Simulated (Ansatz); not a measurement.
Consider Bi2Se3 (Guanajuatite).

```xyz
20
Lattice="11.8300 0.0000 0.0000 0.0000 4.0900 0.0000 0.0000 0.0000 11.6200" Properties=species:S:1:pos:R:3 pbc="T T T"
Bi    6.0835    1.0225    1.9929
Bi   11.6615    3.0675    7.8029
Bi    0.1685    1.0225    3.8171
Bi    5.7465    3.0675    9.6271
Bi    7.7571    3.0675    5.3618
Bi    9.9879    1.0225   11.1718
Bi    1.8421    3.0675    0.4482
Bi    4.0729    1.0225    6.2582
Se    7.4033    3.0675    0.6225
Se   10.3417    1.0225    6.4325
Se    1.4883    3.0675    5.1875
Se    4.4267    1.0225   10.9975
Se    8.4806    1.0225    3.5172
Se    9.2644    3.0675    9.3272
Se    2.5656    1.0225    2.2928
Se    3.3494    3.0675    8.1028
Se    5.2702    3.0675    4.2673
Se    0.6448    1.0225   10.0773
Se   11.1852    3.0675    1.5427
Se    6.5598    1.0225    7.3527
```

Geometry: measured cell, ions relaxed with r2SCAN. This is not the form that Bi2Se3 usually takes at ambient conditions. The runs that relaxed it are not among those shown. Spin-orbit coupling is left out unless a run names it.

Gaps computed with Ansatz 0.2.0 without a self-energy: r2SCAN 1.30 eV and r2SCAN+SOC 0.81 eV.

Question: Estimate the G0W0@r2SCAN gap with 2×4×2 mesh, 2829 empty bands, screening to 170 eV, hard PAW files.

About 1.47 eV: on its mesh the run moves the gap from 1.34 eV by +0.17 eV, and the mesh misses the edges by 0.04 eV. Spin-orbit coupling is not in that value; its −0.49 eV at the r2SCAN level would bring it to about 0.98 eV. Bands and cutoff are finite, so the gap is not at the basis limit. The miss can reach some tenths of an eV and take either sign; the mesh is an error of its own. The 2×4×2 mesh is coarse for this cell (its supercell is 16 Å along the shortest edge). The RPA ε∞ on it, from the r2SCAN start, is 11.01, 14.44 and 15.75; such meshes misread the long-range screening, most where the gap is narrow. Where an edge is built on 6p states of lead, bismuth or thallium, scalar-relativistic gaps usually stand too wide, by a few tenths to over one eV. The many-body steps are scalar-relativistic: spin-orbit coupling is not in them.

[Paths, hosts, dates, memory and timing lines, banners, echoed tables and standing remarks are left out of the program output.]

[Logs are printed without paths, hosts, clocks, repeated set-up lines and the standing remarks that a program may print on its own settings, such as how far it seeks lower states.]

[Runs of the session that timed out or met a known fault of the program may be left out.]

[Cells called generated may have been cut or substituted from an entry of the Crystallography Open Database or the Materials Project.]

[Hosts, paths, dates, database ids (printed as entryN), source tags and the programs' standing remarks are cut or masked in the printed files.]
